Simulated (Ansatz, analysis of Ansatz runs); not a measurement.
## Does the charge change how Br moves in CsLi2Br3 (Immm)?

One jump of Br in CsLi2Br3 (Immm) at several charges. The case: V_Br hop (4.0 Å).

Method: migration barriers of one hop by charge state from climbing-image bands, PBEsol; no image-charge correction, which largely cancels along a path, in analysis of Ansatz runs 0.2.0.

## (1) Starting point

The cell holds 71 atoms: 12 Cs, 24 Li and 35 Br. Its edges and angles: a = 13.853 Å, b = 11.980 Å, c = 13.179 Å, α = 90.0°, β = 90.0°, γ = 67.3°. It derives from CsLi2Br3 (space group Immm). Nearest the centre at fractional (0.458, 0.625, 0.890): Li30 at 1.75 Å, Br45 at 2.01 Å, Cs25 at 3.06 Å, Cs48 at 3.06 Å, Br20 at 3.51 Å, Br43 at 3.51 Å, Li33 at 3.74 Å, Li56 at 3.74 Å.

As a file:

```xyz
71
Lattice="13.8531 0.0000 0.0000 4.6177 11.0537 0.0000 0.0000 0.0000 13.1792" Properties=species:S:1:pos:R:3 pbc="T T T"
Cs    2.3089    5.5269    0.0000
Cs    4.6177    8.2903    6.5896
Cs    2.3089    0.0000    0.0000
Cs    4.6177    2.7634    6.5896
Li    2.3089    5.5269    4.0586
Li    4.6177    8.2903   10.6482
Li    2.3089    0.0000    4.0586
Li    4.6177    2.7634   10.6482
Li    2.3089    5.5269    9.1205
Li    4.6177    8.2903    2.5309
Li    2.3089    0.0000    9.1205
Li    4.6177    2.7634    2.5309
Br    0.0000    0.0000   10.3044
Br    2.3089    2.7634    3.7148
Br    4.6177    5.5269   10.3044
Br    6.9266    8.2903    3.7148
Br    0.0000    0.0000    2.8747
Br    2.3089    2.7634    9.4643
Br    4.6177    5.5269    2.8747
Br    6.9266    8.2903    9.4643
Br    2.3089    5.5269    6.5896
Br    4.6177    8.2903    0.0000
Br    2.3089    0.0000    6.5896
Br    4.6177    2.7634    0.0000
Cs    6.9266    5.5269    0.0000
Cs    9.2354    8.2903    6.5896
Cs    6.9266    0.0000    0.0000
Cs    9.2354    2.7634    6.5896
Li    6.9266    5.5269    4.0586
Li    9.2354    8.2903   10.6482
Li    6.9266    0.0000    4.0586
Li    9.2354    2.7634   10.6482
Li    6.9266    5.5269    9.1205
Li    9.2354    8.2903    2.5309
Li    6.9266    0.0000    9.1205
Li    9.2354    2.7634    2.5309
Br    4.6177    0.0000   10.3044
Br    6.9266    2.7634    3.7148
Br   11.5443    8.2903    3.7148
Br    4.6177    0.0000    2.8747
Br    6.9266    2.7634    9.4643
Br    9.2354    5.5269    2.8747
Br   11.5443    8.2903    9.4643
Br    6.9266    5.5269    6.5896
Br    9.2354    8.2903    0.0000
Br    6.9266    0.0000    6.5896
Br    9.2354    2.7634    0.0000
Cs   11.5443    5.5269    0.0000
Cs   13.8531    8.2903    6.5896
Cs   11.5443    0.0000    0.0000
Cs   13.8531    2.7634    6.5896
Li   11.5443    5.5269    4.0586
Li   13.8531    8.2903   10.6482
Li   11.5443    0.0000    4.0586
Li   13.8531    2.7634   10.6482
Li   11.5443    5.5269    9.1205
Li   13.8531    8.2903    2.5309
Li   11.5443    0.0000    9.1205
Li   13.8531    2.7634    2.5309
Br    9.2354    0.0000   10.3044
Br   11.5443    2.7634    3.7148
Br   13.8531    5.5269   10.3044
Br   16.1620    8.2903    3.7148
Br    9.2354    0.0000    2.8747
Br   11.5443    2.7634    9.4643
Br   13.8531    5.5269    2.8747
Br   16.1620    8.2903    9.4643
Br   11.5443    5.5269    6.5896
Br   13.8531    8.2903    0.0000
Br   11.5443    0.0000    6.5896
Br   13.8531    2.7634    0.0000
```

The cell's shortest repeat is 12.0 Å.

## (2) The bands

Climbing-image bands with Ansatz at one point at (¼, ¼, ¼), on 1 × NVIDIA GB200 with 32 threads of Arm Neoverse V2, shared host:

```
charge  moment (μB)  images  iterations              energies along the band (eV)  time
    +1            0       5           6  0.00, 0.14, 0.53, 0.72, 0.60, 0.40, 0.34  30 s
     0            1       5          11  0.00, 0.13, 0.65, 1.03, 0.64, 0.18, 0.06  57 s
```

## (3) Barriers and rates

Arrhenius rates with an assumed prefactor of 1e13 per second. Hop rate against temperature:

```
temperature (K)  charge +1 (1/s)  charge +0, moment 1 (1/s)
            200           7.1e-6                    1.2e-13
            300             8.00                     5.3e-5
            400             8456                       1.10
            600            8.9e6                      22916
            800            2.9e8                      3.3e6
           1000            2.3e9                      6.5e7
```

## (4) Summary of results

| Item | Value |
| --- | --- |
| barrier at charge plus 1 | 0.72 eV |
| barrier at charge 0, 1 μB | 1.03 eV |

**Reading.** The barrier is lowest at charge +1 (0.72 eV) and highest at 0 (1.03 eV). No image-charge correction is applied. Keep in mind: one k-point off the zone centre stands for the whole zone; spin–orbit coupling, which can matter with heavy atoms, is left out.

[Logs are printed without paths, hosts, clocks, repeated set-up lines and the standing remarks that a program may print on its own settings, such as how far it seeks lower states.]

[Hosts, paths, dates, database ids (printed as entryN), source tags and the programs' standing remarks are cut or masked in the printed files.]
